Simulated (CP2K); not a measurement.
Consider 3-silylpyrrole at its PBE geometry (Å).

```xyz
13

Si    2.1718    0.1075    0.0832
C     0.3250    0.0303    0.0005
C    -0.4947   -1.0976    0.3479
C    -1.8178   -0.7482    0.1579
N    -1.8370    0.5556   -0.2932
C    -0.5540    1.0372   -0.3911
H     2.6538    1.1597    1.0282
H     2.7871    0.4025   -1.2458
H     2.6840   -1.2118    0.5540
H    -0.1408   -2.0616    0.6988
H    -2.7356   -1.3051    0.3056
H    -2.6738    1.0798   -0.5187
H    -0.3680    2.0515   -0.7273
```

Method: CP2K XAS_TDP, all-electron GAPW, PBEh(45%), aug-pc-1, TDA, no relativity.

**Question.** Where do the C K-edge lines lie, and how strong are they?

Leading lines: C2 281.59 eV, C3 281.92 eV, C4 282.40 eV and C6 282.18 eV. The leading line of an atom is its first one with 35 % of the strongest within 2.5 eV of its lowest line over the strength cut. 

The first six lines of each atom with a strength over 0.0015:

| atom | energy (eV) | states | strength, one atom |
| --- | --- | --- | --- |
| C2 (bonded to 2 C and Si) | 281.59 | 1 | 0.0413 |
|  | 283.57 | 1 | 0.0041 |
|  | 283.75 | 1 | 0.0049 |
|  | 284.00 | 1 | 0.0086 |
|  | 284.20 | 1 | 0.0026 |
|  | 284.51 | 1 | 0.0018 |
| C3 (bonded to 2 C and H) | 281.92 | 1 | 0.0547 |
|  | 283.73 | 1 | 0.0060 |
|  | 284.24 | 1 | 0.0039 |
|  | 284.84 | 1 | 0.0051 |
|  | 285.66 | 1 | 0.0041 |
|  | 286.20 | 1 | 0.0029 |
| C4 (bonded to C, N and H) | 282.40 | 1 | 0.0544 |
|  | 284.23 | 1 | 0.0101 |
|  | 285.14 | 1 | 0.0030 |
|  | 285.16 | 1 | 0.0016 |
|  | 285.69 | 1 | 0.0017 |
|  | 286.30 | 1 | 0.0024 |
| C6 (bonded to C, N and H) | 282.18 | 1 | 0.0550 |
|  | 284.39 | 1 | 0.0103 |
|  | 285.25 | 1 | 0.0026 |
|  | 285.67 | 1 | 0.0016 |
|  | 285.88 | 1 | 0.0015 |
|  | 286.63 | 1 | 0.0027 |

Lines are vertical, at one geometry, with no vibrational structure. Without a correction of the core level, line positions, and the gaps between valence and Rydberg lines, follow the share of exact exchange. At this level such K lines come out 3 to 6 eV under measured ones. These values hold no scalar relativity, about 0.1 eV for C 1s. Rydberg lines, and the discretised continuum above threshold, depend on the basis and the box.

[Banner, clock and machine lines of the logs are left out without a mark of their own.]

[Logs are printed without paths, hosts, clocks, repeated set-up lines and the standing remarks that a program may print on its own settings, such as how far it seeks lower states.]

[Hosts, paths, dates, database ids (printed as entryN), source tags and the programs' standing remarks are cut or masked in the printed files.]
